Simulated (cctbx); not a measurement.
**Interatomic vectors of PrCuP2**

Space group Cmce (no. 64), a = 5.6990 Å, b = 5.6250 Å, c = 19.9860 Å, α = 90.00°, β = 90.00°, γ = 90.00°, content Pr8 Cu8 P16.

The data are simulated with cctbx, not measured: Mo Kα, λ = 0.71073 Å, to d = 0.75 Å, 95 % of the full sphere, strongest reflection 70000 counts, noise from counting, a 6 % proportional error and a noise floor of 4 counts (s.d.); no absorption.

Patterson synthesis, origin scaled to 1000:

```text
Patterson group C m m m
      u       v       w   height  length (A)
  0.000   0.000   0.000   1000.0     0.00
  0.000   0.000   0.500    848.0     9.99
  0.000   0.500   0.251    654.9     5.75
  0.250   0.250   0.128    451.4     3.25
  0.250   0.250   0.373    393.7     7.71
  0.000   0.000   0.227    178.7     4.54
  0.000   0.500   0.000    174.9     2.81
  0.000   0.000   0.271    162.9     5.41
  0.000   0.500   0.037    152.7     2.91
  0.000   0.500   0.500    150.0    10.38
  0.000   0.500   0.462    131.3     9.66
  0.185   0.000   0.017     14.3     1.11
  0.000   0.174   0.025     13.5     1.10
  0.000   0.000   0.053     12.4     1.05
```

**Question.** Which atom pairs make the peaks, and where is the heaviest atom?

A peak at u stands for all pairs with xi − xj = u, with weight Σ ZiZj against Σ Z² = 38176 at the origin. Peak heights follow these weights only roughly, since form factors, motion and series ripples differ, all vectors within 0.55 Å of a peak are counted as merged into it though the farther ones add only part of their weight, and F(000) is left out, which lowers the whole map:

| u | v | w | shortest length (Å) | height | 1000 ΣZiZj/ΣZ² | pairs in the cell |
| --- | --- | --- | --- | --- | --- | --- |
| 0.000 | 0.000 | 0.500 | 9.99 | 848 | 1000 | 8 × Pr–Pr, 8 × Cu–Cu, 16 × P–P |
| 0.000 | 0.500 | 0.251 | 5.75 | 655 | 912 | 8 × Pr–Pr, 16 × Cu–P |
| 0.250 | 0.250 | 0.128 | 3.25 | 451 | 544 | 8 × Pr–Cu, 8 × Pr–P |
| 0.250 | 0.250 | 0.373 | 7.72 | 394 | 544 | 8 × Pr–Cu, 8 × Pr–P |
| 0.000 | 0.000 | 0.227 | 4.54 | 179 | 368 | 8 × Pr–P, 16 × Cu–P |
| 0.000 | 0.500 | 0.000 | 2.81 | 175 | 223 | 8 × Cu–Cu, 8 × P–P |
| 0.000 | 0.000 | 0.271 | 5.42 | 163 | 368 | 8 × Pr–P, 16 × Cu–P |
| 0.000 | 0.500 | 0.037 | 2.91 | 153 | 185 | 8 × Pr–P |
| 0.000 | 0.500 | 0.500 | 10.38 | 150 | 223 | 8 × Cu–Cu, 8 × P–P |
| 0.000 | 0.500 | 0.462 | 9.65 | 131 | 185 | 8 × Pr–P |

The table stops at ten peaks or at a height of 45, below which ripples compete. In the model behind the data Pr, the heaviest element, has 1 independent site: (1/2, 0.2362, 0.1192), up to an allowed shift of origin; the Pr–Pr vectors are differences of these positions and their symmetry mates. The whole model:

| atom | mult. | x | y | z | Ueq (Å²) |
| --- | --- | --- | --- | --- | --- |
| Pr1 | 8 | 1/2 | 0.2362 | 0.1192 | 0.0093 |
| Cu1 | 8 | 3/4 | 0.9799 | 1/4 | 0.0114 |
| P1 | 8 | 1/2 | 0.7361 | 0.1597 | 0.0100 |
| P2 | 8 | 0.7190 | 0 | 1/2 | 0.0130 |

The model was made for the exercise: a known structure type with other elements put in, its volume estimated, not relaxed; displacement parameters are assumed.

[Logs are printed without paths, hosts, clocks, repeated set-up lines and the standing remarks that a program may print on its own settings, such as how far it seeks lower states.]
